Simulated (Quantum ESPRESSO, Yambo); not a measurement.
An input for Yambo 5.3.0 (MoS2 (P6_3/mmc)):

```
HF_and_locXC
gw0
dyson
ppa
em1d
rim_cut
RandQpts= 1000000
RandGvec= 1 RL
EXXRLvcs= 72 Ry
VXCRLvcs= 288 Ry
Chimod= "HARTREE"
% BndsRnXp
 1 | 65 |
%
NGsBlkXp= 7 Ry
% LongDrXp
 1 | 1 | 1 |
%
% GbndRnge
 1 | 65 |
%
DysSolver= "n"
ExtendOut
PPAPntXp= 27.21138 eV
% QPkrange
 1 | 1 | 25 | 28 |
 9 | 9 | 25 | 28 |
 13 | 13 | 25 | 28 |
%
```

The database entry behind the starting cell differs from later determinations by our own check (about 0.3 % long), so it need not match the best structure at ambient conditions.

```sh
OMP_NUM_THREADS=2 mpirun -n 4 yambo -F gw2.in -J gw2 -C gw2 > gw2.log
```

The stored states that it reads are on a 6×6×2 mesh. Symmetry: P6_3/mmc, No. 194, hexagonal system. The conventional cell has a = 3.169 Å, b = 3.169 Å, c = 12.324 Å, α = 90.00°, β = 90.00°, γ = 120.00°. Nearest to Mo lie 6 S at 2.41 Å. Nearest to S lie 3 Mo at 2.41 Å. Farther neighbours and most contacts between anions are not listed.

Q: How long will it take on 4 MPI ranks of Arm Neoverse V1, shared host, and how much memory?

It took 2 min; on shared hardware allow 59 s to 3.9 min. Peak host memory was 3.7 GiB.

The screening grows as filled bands × empty bands × pairs of k points, times the square of the screening basis for the matrix.

[Paths, hosts, dates, memory and timing lines, banners, echoed tables and standing remarks are left out of the program output.]

[Logs are printed without paths, hosts, clocks, repeated set-up lines and the standing remarks that a program may print on its own settings, such as how far it seeks lower states.]

[Runs of the session that timed out or met a known fault of the program may be left out.]

[Hosts, paths, dates, database ids (printed as entryN), source tags and the programs' standing remarks are cut or masked in the printed files.]
